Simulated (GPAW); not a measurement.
A computed F K-edge spectrum of one site in a crystal of F, K and Mn, with its zero at a photon energy of about 679.7 eV (LDA puts this hole about 5 eV below PBE, itself good to a few eV). Method: GPAW, LDA + U, full core hole (charged cell) in a small cell, dipole transitions, broadening that rises with energy.

Energy from the lowest empty level; intensity scaled to a mean of 1 over the first 20 eV:

```tsv
E (eV)	intensity
-2.0	0.00
-1.5	0.00
-1.0	0.00
-0.5	0.00
0.0	0.01
0.5	0.04
1.0	0.13
1.5	0.28
2.0	0.82
2.5	1.73
3.0	1.87
3.5	1.95
4.0	1.93
4.5	2.06
5.0	2.00
5.5	1.72
6.0	1.58
6.5	1.44
7.0	1.26
7.5	1.18
8.0	1.20
8.5	1.15
9.0	1.03
9.5	0.95
10.0	0.88
10.5	0.76
11.0	0.58
11.5	0.43
12.0	0.35
12.5	0.32
13.0	0.33
13.5	0.41
14.0	0.55
14.5	0.74
15.0	0.94
15.5	1.12
16.0	1.26
16.5	1.32
17.0	1.28
17.5	1.14
18.0	0.95
18.5	0.76
19.0	0.62
19.5	0.53
20.0	0.52
20.5	0.56
21.0	0.64
21.5	0.74
22.0	0.85
22.5	0.96
23.0	1.05
23.5	1.14
24.0	1.21
24.5	1.26
25.0	1.30
25.5	1.31
26.0	1.31
26.5	1.30
27.0	1.28
27.5	1.28
28.0	1.28
28.5	1.31
29.0	1.33
29.5	1.35
30.0	1.35
30.5	1.30
31.0	1.22
31.5	1.12
32.0	1.01
```

**Question.** What surroundings does the absorber have?

A K edge sees empty p states; the first features are F p mixed into the empty d states of the Mn neighbours, and the broad ones above probably into the cations' higher empty bands. It is atom 5 of KMnF3 (Pm-3m), with 2 Mn at 2.09 Å (linear, site symmetry 4/mmm). Its main maxima below 24 eV lie at 4.7 eV (2.09) and 16.6 eV (1.33). A near-edge spectrum doesn't fix the structure by itself; it is matched against candidates. The hole lies in one spin channel, while the script sums the empty states of both and takes the lower zero; where the two channels are split, this blurs and shifts the curve. The spins start antiferromagnetically in a simple order, which needn't be the measured one; gap and edge can depend on it. The holes are only 5.9 Å apart, so the shape is probably not converged with cell size; no larger cell was run here. The mesh is coarse (0.26 Å⁻¹ between points), so small maxima may be mesh ripples. The structure is a published determination, not relaxed.

[Banner, clock and machine lines of the logs are left out without a mark of their own.]

[Logs are printed without paths, hosts, clocks, repeated set-up lines and the standing remarks that a program may print on its own settings, such as how far it seeks lower states.]

[Hosts, paths, dates, database ids (printed as entryN), source tags and the programs' standing remarks are cut or masked in the printed files.]

[Lists of maxima count a maximum above −3 eV only where it reaches 4 % of the highest in the window and stands out from its surroundings by 2 % of it (1.5 % where it reaches 55 %); shoulders and weaker maxima are passed over, and of the rest the first, up to two pre-edge ones and the few strongest are named.]
